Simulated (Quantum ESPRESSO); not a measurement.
## Collinear magnetic orders of MnO2 with Quantum ESPRESSO

Aim: find out which collinear order of MnO2 costs least.

Calculated with Quantum ESPRESSO 7.5; LDA; plane waves with GBRV 1.5 LDA potentials, no spin-orbit coupling.

## (1) Starting point

Symmetry: P-3m1, No. 164, trigonal system. Conventional cell: a = 2.857 Å, b = 2.857 Å, c = 4.601 Å, α = 90.00°, β = 90.00°, γ = 120.00°. Mn has 6 O at 1.90 Å nearest. Nearest to O lie 3 Mn at 1.90 Å. Farther neighbours and most contacts between anions are not listed.

The cell comes from Materials Project 2023-11-01, a database of computed structures, and need not be the stable phase.

## (2) Start 1: ferro +

The signs are those of the starting moments on the seeded atoms, the atoms that are given a moment.

File pw.in:

```
&CONTROL
  calculation = 'scf'
  prefix = 'pwscf'
  outdir = './tmp'
  pseudo_dir = './pseudo'
  disk_io = 'nowf'
/
&SYSTEM
  ibrav = 0
  celldm(1) = 8
  nat = 3
  ntyp = 2
  ecutwfc = 40
  ecutrho = 280
  nbnd = 23
  occupations = 'smearing'
  smearing = 'fd'
  degauss = 0.00734986
  nspin = 2
  starting_magnetization(1) = 0.3
  starting_magnetization(2) = 0
/
&ELECTRONS
  conv_thr = 6d-09
  electron_maxstep = 150
  mixing_beta = 0.3
/
ATOMIC_SPECIES
Mn     54.9380 mn_lda_v1.5.uspp.F.UPF
O      15.9990 o_lda_v1.2.uspp.F.UPF
CELL_PARAMETERS alat
   0.6747688018172    0.0000000000000    0.0000000000000
  -0.3373844009086    0.5843669240732    0.0000000000000
   0.0000000000000    0.0000000000000    1.0869170960348
ATOMIC_POSITIONS crystal
Mn      0.0000000000    0.0000000000    0.5000000000
O       0.6666666700    0.3333333300    0.2937074300
O       0.3333333300    0.6666666700    0.7062925700
K_POINTS automatic
8 8 8 0 0 0
```

Launch:

```sh
$ OMP_NUM_THREADS=1 mpirun -n 2 pw.x -nk 2 -in pw.in > pw.out
```

Output:

```text
Program PWSCF v.7.5 starts

     Message from routine setup:
     using ibrav=0 with symmetry is DISCOURAGED, use correct ibrav instead

     K-points division:     npool     =       2
     Subspace diagonalization in iterative solution of the eigenvalue problem:

     G-vector sticks info
     --------------------
     sticks:   dense  smooth     PW     G-vecs:    dense   smooth      PW
     Sum         559     313    109                17345     7487    1363

     Using Slab Decomposition

     bravais-lattice index     =            0
     lattice parameter (alat)  =       8.0000  a.u.
     unit-cell volume          =     219.4356 (a.u.)^3
     number of atoms/cell      =            3
     number of atomic types    =            2
     number of electrons       =        27.00
     number of Kohn-Sham states=           23
     kinetic-energy cutoff     =      40.0000  Ry
     charge density cutoff     =     280.0000  Ry
     scf convergence threshold =      6.0E-09
     mixing beta               =       0.3000
     number of iterations used =            8  plain     mixing
     Exchange-correlation= SLA  PZ   NOGX NOGC
                           (   1   1   0   0   0   0   0)

     celldm(1)=   8.000000  celldm(2)=   0.000000  celldm(3)=   0.000000
     celldm(4)=   0.000000  celldm(5)=   0.000000  celldm(6)=   0.000000

     crystal axes: (cart. coord. in units of alat)
               a(1) = (   0.674769   0.000000   0.000000 )
               a(2) = (  -0.337384   0.584367   0.000000 )
               a(3) = (   0.000000   0.000000   1.086917 )

     reciprocal axes: (cart. coord. in units 2 pi/alat)
               b(1) = (  1.481989  0.855627 -0.000000 )
               b(2) = (  0.000000  1.711254  0.000000 )
               b(3) = (  0.000000 -0.000000  0.920033 )

     PseudoPot. # 1 for Mn read from file:
     mn_lda_v1.5.uspp.F.UPF
     Pseudo is Ultrasoft + core correction, Zval = 15.0
     Generated by new atomic code, or converted to UPF format
     Using radial grid of  859 points,  6 beta functions with:
                l(1) =   0
                l(2) =   0
                l(3) =   1
                l(4) =   1
                l(5) =   2
                l(6) =   2
     Q(r) pseudized with  8 coefficients,  rinner =    0.950   0.950   0.950
                                                       0.950   0.950

     PseudoPot. # 2 for O  read from file:
     o_lda_v1.2.uspp.F.UPF
     Pseudo is Ultrasoft + core correction, Zval =  6.0
     Generated by new atomic code, or converted to UPF format
     Using radial grid of  737 points,  5 beta functions with:
                l(1) =   0
                l(2) =   0
                l(3) =   1
                l(4) =   1
                l(5) =   2
     Q(r) pseudized with  8 coefficients,  rinner =    0.900   0.900   0.900
                                                       0.900   0.900

     atomic species   valence    mass     pseudopotential
     Mn               15.00    54.93800     Mn( 1.00)
     O                 6.00    15.99900     O ( 1.00)

     Starting magnetic structure
     atomic species   magnetization
     Mn              0.300
     O               0.000

     12 Sym. Ops., with inversion, found

   Cartesian axes

     site n.     atom                  positions (alat units)
         1        Mn     tau(   1) = (   0.0000000   0.0000000   0.5434585  )
         2        O      tau(   2) = (   0.3373844   0.1947890   0.3192356  )
         3        O      tau(   3) = (  -0.0000000   0.3895780   0.7676815  )

     number of k points=    65  Fermi-Dirac smearing, width (Ry)=  0.0073
                       cart. coord. in units 2pi/alat
        k(    1) = (   0.0000000   0.0000000   0.0000000), wk =   0.0019531
        k(    2) = (   0.0000000   0.0000000   0.1150042), wk =   0.0039062
        k(    3) = (   0.0000000   0.0000000   0.2300083), wk =   0.0039062
        k(    4) = (   0.0000000   0.0000000   0.3450125), wk =   0.0039062
        k(    5) = (   0.0000000   0.0000000  -0.4600167), wk =   0.0019531
        [... 60 further k-points ...]

     Dense  grid:    17345 G-vectors     FFT dimensions: (  30,  30,  48)

     Smooth grid:     7487 G-vectors     FFT dimensions: (  24,  24,  36)

     Check: negative core charge=   -0.000041
     Generating pointlists ...
     new r_m :   0.1854 (alat units)  1.4833 (a.u.) for type    1
     new r_m :   0.1854 (alat units)  1.4833 (a.u.) for type    2

     Initial potential from superposition of free atoms

     starting charge      26.4999, renormalised to      27.0000
     Starting wfcs are   21 randomized atomic wfcs +    2 random wfcs

     Self-consistent Calculation

     iteration #  1     ecut=    40.00 Ry     beta= 0.30
     Davidson diagonalization with overlap
     ethr =  1.00E-02,  avg # of iterations =  5.3

     total energy              =    -275.21204261 Ry
     estimated scf accuracy    <       2.28454497 Ry

     total magnetization       =     3.00 Bohr mag/cell
     absolute magnetization    =     3.07 Bohr mag/cell

     iteration #  2     ecut=    40.00 Ry     beta= 0.30
     Davidson diagonalization with overlap
     ethr =  8.46E-03,  avg # of iterations =  1.7

     total energy              =    -275.40083699 Ry
     estimated scf accuracy    <       2.37690198 Ry

     total magnetization       =     2.55 Bohr mag/cell
     absolute magnetization    =     2.56 Bohr mag/cell

     iteration #  3     ecut=    40.00 Ry     beta= 0.30
     Davidson diagonalization with overlap
     ethr =  8.46E-03,  avg # of iterations =  1.0

     total energy              =    -275.76198403 Ry
     estimated scf accuracy    <       0.25197452 Ry

     total magnetization       =     3.00 Bohr mag/cell
     absolute magnetization    =     3.13 Bohr mag/cell

     [... further iterations left out ...]

     iteration # 10     ecut=    40.00 Ry     beta= 0.30
     Davidson diagonalization with overlap
     ethr =  9.76E-08,  avg # of iterations =  1.5

     total energy              =    -275.82055218 Ry
     estimated scf accuracy    <       0.00000136 Ry

     total magnetization       =     2.99 Bohr mag/cell
     absolute magnetization    =     3.02 Bohr mag/cell

     iteration # 11     ecut=    40.00 Ry     beta= 0.30
     Davidson diagonalization with overlap
     ethr =  5.04E-09,  avg # of iterations =  1.4

     total energy              =    -275.82055246 Ry
     estimated scf accuracy    <       0.00000015 Ry

     total magnetization       =     2.99 Bohr mag/cell
     absolute magnetization    =     3.02 Bohr mag/cell

     iteration # 12     ecut=    40.00 Ry     beta= 0.30
     Davidson diagonalization with overlap
     ethr =  5.41E-10,  avg # of iterations =  1.5

     total energy              =    -275.82055250 Ry
     estimated scf accuracy    <       0.00000001 Ry

     total magnetization       =     2.99 Bohr mag/cell
     absolute magnetization    =     3.02 Bohr mag/cell

     iteration # 13     ecut=    40.00 Ry     beta= 0.30
     Davidson diagonalization with overlap
     ethr =  3.84E-11,  avg # of iterations =  1.5

     Magnetic moment per site  (integrated on atomic sphere of radius R)
     atom   1 (R=0.185)  charge= 11.7444  magn=  2.4792
     atom   2 (R=0.185)  charge=  5.2101  magn=  0.0541
     atom   3 (R=0.185)  charge=  5.2101  magn=  0.0541

     End of self-consistent calculation

     Number of k-points >= 100: set verbosity='high' to print the bands.

     the Fermi energy is     7.9162 ev

!    total energy              =    -275.82055251 Ry
     estimated scf accuracy    <          5.2E-10 Ry
     smearing contrib. (-TS)   =      -0.00037564 Ry
     internal energy E=F+TS    =    -275.82017687 Ry

     The total energy is F=E-TS. E is the sum of the following terms:
     one-electron contribution =    -192.64071303 Ry
     hartree contribution      =     107.16237167 Ry
     xc contribution           =     -40.44208169 Ry
     ewald contribution        =    -149.89975381 Ry

     total magnetization       =     2.99 Bohr mag/cell
     absolute magnetization    =     3.02 Bohr mag/cell

     convergence has been achieved in  13 iterations

=------------------------------------------------------------------------------=
   JOB DONE.
=------------------------------------------------------------------------------=
```

The job ended after 27 s (2 MPI ranks of Arm Neoverse V1, shared host; peak memory 0.21 GiB; 54 s of CPU time).

Spin moment in the atom's sphere by atom:

```
atom  spin moment in the atom's sphere (μB)
 Mn1                                   2.48
  O2                                   0.05
  O3                                   0.05
```

Read from the output:

```yaml
smearing_term_ts: 0.005111 eV
magnetization: 2.988 μB
absolute_magnetization: 3.018 μB
final_state: ferromagnetic
```

## (3) Run 2 (antiferro q=(0,0,1/2) +−)

The cell is doubled to 6 atoms to hold this order. The wavevector q is in fractions of the reciprocal vectors of the crystal's primitive cell, as the cells of these inputs are built from it; moments change sign between cells as cos(2π q·R).

File pw.in:

```
&CONTROL
  calculation = 'scf'
  prefix = 'pwscf'
  outdir = './tmp'
  pseudo_dir = './pseudo'
  disk_io = 'nowf'
/
&SYSTEM
  ibrav = 0
  celldm(1) = 8
  nat = 6
  ntyp = 3
  ecutwfc = 40
  ecutrho = 280
  nbnd = 37
  occupations = 'smearing'
  smearing = 'fd'
  degauss = 0.00734986
  nspin = 2
  starting_magnetization(1) = 0.3
  starting_magnetization(2) = -0.3
  starting_magnetization(3) = 0
/
&ELECTRONS
  conv_thr = 1.2d-08
  electron_maxstep = 150
  mixing_beta = 0.3
/
ATOMIC_SPECIES
Mn1    54.9380 mn_lda_v1.5.uspp.F.UPF
Mn2    54.9380 mn_lda_v1.5.uspp.F.UPF
O      15.9990 o_lda_v1.2.uspp.F.UPF
CELL_PARAMETERS alat
   0.6747688018172    0.0000000000000    0.0000000000000
  -0.3373844009086    0.5843669240732    0.0000000000000
   0.0000000000000    0.0000000000000    2.1738341920697
ATOMIC_POSITIONS crystal
Mn1     0.0000000000    0.0000000000    0.2500000000
Mn2     0.0000000000    0.0000000000    0.7500000000
O       0.6666666700    0.3333333300    0.1468537150
O       0.6666666700    0.3333333300    0.6468537150
O       0.3333333300    0.6666666700    0.3531462850
O       0.3333333300    0.6666666700    0.8531462850
K_POINTS automatic
8 8 4 0 0 0
```

Output:

```text
[banner, memory and clock lines left out]
Program PWSCF v.7.5 starts

     Message from routine setup:
     using ibrav=0 with symmetry is DISCOURAGED, use correct ibrav instead

     bravais-lattice index     =            0
     lattice parameter (alat)  =       8.0000  a.u.
     unit-cell volume          =     438.8711 (a.u.)^3
     number of atoms/cell      =            6
     number of atomic types    =            3
     number of electrons       =        54.00
     number of Kohn-Sham states=           37
     kinetic-energy cutoff     =      40.0000  Ry
     charge density cutoff     =     280.0000  Ry
     scf convergence threshold =      1.2E-08
     mixing beta               =       0.3000
     number of iterations used =            8  plain     mixing
     Exchange-correlation= SLA  PZ   NOGX NOGC
                           (   1   1   0   0   0   0   0)

     celldm(1)=   8.000000  celldm(2)=   0.000000  celldm(3)=   0.000000
     celldm(4)=   0.000000  celldm(5)=   0.000000  celldm(6)=   0.000000

     crystal axes: (cart. coord. in units of alat)
               a(1) = (   0.674769   0.000000   0.000000 )
               a(2) = (  -0.337384   0.584367   0.000000 )
               a(3) = (   0.000000   0.000000   2.173834 )

     reciprocal axes: (cart. coord. in units 2 pi/alat)
               b(1) = (  1.481989  0.855627 -0.000000 )
               b(2) = (  0.000000  1.711254  0.000000 )
               b(3) = (  0.000000 -0.000000  0.460017 )

     PseudoPot. # 1 for Mn read from file:
     mn_lda_v1.5.uspp.F.UPF
     Pseudo is Ultrasoft + core correction, Zval = 15.0

     PseudoPot. # 2 for Mn read from file:
     mn_lda_v1.5.uspp.F.UPF
     Pseudo is Ultrasoft + core correction, Zval = 15.0

     PseudoPot. # 3 for O  read from file:
     o_lda_v1.2.uspp.F.UPF
     Pseudo is Ultrasoft + core correction, Zval =  6.0

     atomic species   valence    mass     pseudopotential
     Mn1              15.00    54.93800     Mn( 1.00)
     Mn2              15.00    54.93800     Mn( 1.00)
     O                 6.00    15.99900     O ( 1.00)

     Starting magnetic structure
     atomic species   magnetization
     Mn1             0.300
     Mn2            -0.300
     O               0.000

     12 Sym. Ops., with inversion, found ( 6 have fractional translation)

   Cartesian axes

     site n.     atom                  positions (alat units)
         1        Mn1    tau(   1) = (   0.0000000   0.0000000   0.5434585  )
         2        Mn2    tau(   2) = (   0.0000000   0.0000000   1.6303756  )
         3        O      tau(   3) = (   0.3373844   0.1947890   0.3192356  )
         4        O      tau(   4) = (   0.3373844   0.1947890   1.4061527  )
         5        O      tau(   5) = (  -0.0000000   0.3895780   0.7676815  )
         6        O      tau(   6) = (  -0.0000000   0.3895780   1.8545986  )

     number of k points=    35  Fermi-Dirac smearing, width (Ry)=  0.0073
                       cart. coord. in units 2pi/alat
        k(    1) = (   0.0000000   0.0000000   0.0000000), wk =   0.0039062
        k(    2) = (   0.0000000   0.0000000   0.1150042), wk =   0.0078125
        k(    3) = (   0.0000000   0.0000000  -0.2300083), wk =   0.0039062
        k(    4) = (   0.0000000   0.2139067   0.0000000), wk =   0.0234375
        k(    5) = (   0.0000000   0.2139067   0.1150042), wk =   0.0234375
        [... 30 further k-points ...]

     Dense  grid:    34707 G-vectors     FFT dimensions: (  30,  30,  96)

     Smooth grid:    14963 G-vectors     FFT dimensions: (  24,  24,  72)

     Check: negative core charge=   -0.000041
     Generating pointlists ...
     new r_m :   0.1854 (alat units)  1.4833 (a.u.) for type    1
     new r_m :   0.1854 (alat units)  1.4833 (a.u.) for type    2
     new r_m :   0.1854 (alat units)  1.4833 (a.u.) for type    3

     Initial potential from superposition of free atoms

     starting charge      52.9999, renormalised to      54.0000
     Starting wfcs are   42 randomized atomic wfcs

     Self-consistent Calculation

     iteration #  1     ecut=    40.00 Ry     beta= 0.30
     Davidson diagonalization with overlap
     ethr =  1.00E-02,  avg # of iterations =  3.2

     total energy              =    -550.43534975 Ry
     estimated scf accuracy    <       4.53199993 Ry

     total magnetization       =    -0.00 Bohr mag/cell
     absolute magnetization    =     6.15 Bohr mag/cell

     iteration #  2     ecut=    40.00 Ry     beta= 0.30
     Davidson diagonalization with overlap
     ethr =  8.39E-03,  avg # of iterations =  2.0

     total energy              =    -550.86451808 Ry
     estimated scf accuracy    <       4.39817124 Ry

     total magnetization       =    -0.00 Bohr mag/cell
     absolute magnetization    =     5.33 Bohr mag/cell

     [... further iterations left out ...]

     iteration # 12     ecut=    40.00 Ry     beta= 0.30
     Davidson diagonalization with overlap
     ethr =  2.28E-09,  avg # of iterations =  1.4

     total energy              =    -551.64112035 Ry
     estimated scf accuracy    <       0.00000037 Ry

     total magnetization       =     0.00 Bohr mag/cell
     absolute magnetization    =     6.03 Bohr mag/cell

     iteration # 13     ecut=    40.00 Ry     beta= 0.30
     Davidson diagonalization with overlap
     ethr =  6.86E-10,  avg # of iterations =  2.0

     Magnetic moment per site  (integrated on atomic sphere of radius R)
     atom   1 (R=0.185)  charge= 11.7445  magn=  2.4775
     atom   2 (R=0.185)  charge= 11.7445  magn= -2.4774
     atom   3 (R=0.185)  charge=  5.2100  magn=  0.0543
     atom   4 (R=0.185)  charge=  5.2100  magn= -0.0543
     atom   5 (R=0.185)  charge=  5.2100  magn=  0.0543
     atom   6 (R=0.185)  charge=  5.2100  magn= -0.0543

     End of self-consistent calculation

     [... lines left out ...]
     the Fermi energy is     7.8904 ev

!    total energy              =    -551.64112042 Ry
     estimated scf accuracy    <          8.3E-09 Ry
     smearing contrib. (-TS)   =      -0.00064576 Ry
     internal energy E=F+TS    =    -551.64047467 Ry

     The total energy is F=E-TS. E is the sum of the following terms:
     one-electron contribution =    -385.28378168 Ry
     hartree contribution      =     214.32657191 Ry
     xc contribution           =     -80.88375728 Ry
     ewald contribution        =    -299.79950762 Ry

     total magnetization       =     0.00 Bohr mag/cell
     absolute magnetization    =     6.03 Bohr mag/cell

     convergence has been achieved in  13 iterations
```

Run time: 56 s. Hardware: 2 MPI ranks; peak memory 0.28 GiB; 1.9 min of CPU time.

Spin moment in the atom's sphere by atom:

```
atom  spin moment in the atom's sphere (μB)
 Mn1                                   2.48
 Mn2                                  -2.48
  O3                                   0.05
  O4                                  -0.05
  O5                                   0.05
  O6                                  -0.05
```

Numbers from this step:

| Quantity | Value |
| --- | --- |
| smearing term TS | 0.008786 eV |
| magnetization | 0 μB |
| absolute magnetization | 6.032 μB |
| final state | antiferromagnetic |

[end of part 1 of 2]

[Logs and program files are shortened in this print: banners, set-up blocks, solver, clock and traceback lines can be left out without a mark of their own.]

[Logs are printed without paths, hosts, clocks, repeated set-up lines and the standing remarks that a program may print on its own settings, such as how far it seeks lower states.]

[Hosts, paths, dates, database ids (printed as entryN), source tags and the programs' standing remarks are cut or masked in the printed files.]

[Where a cell is said to come from a database of computed structures, the database is the Materials Project.]
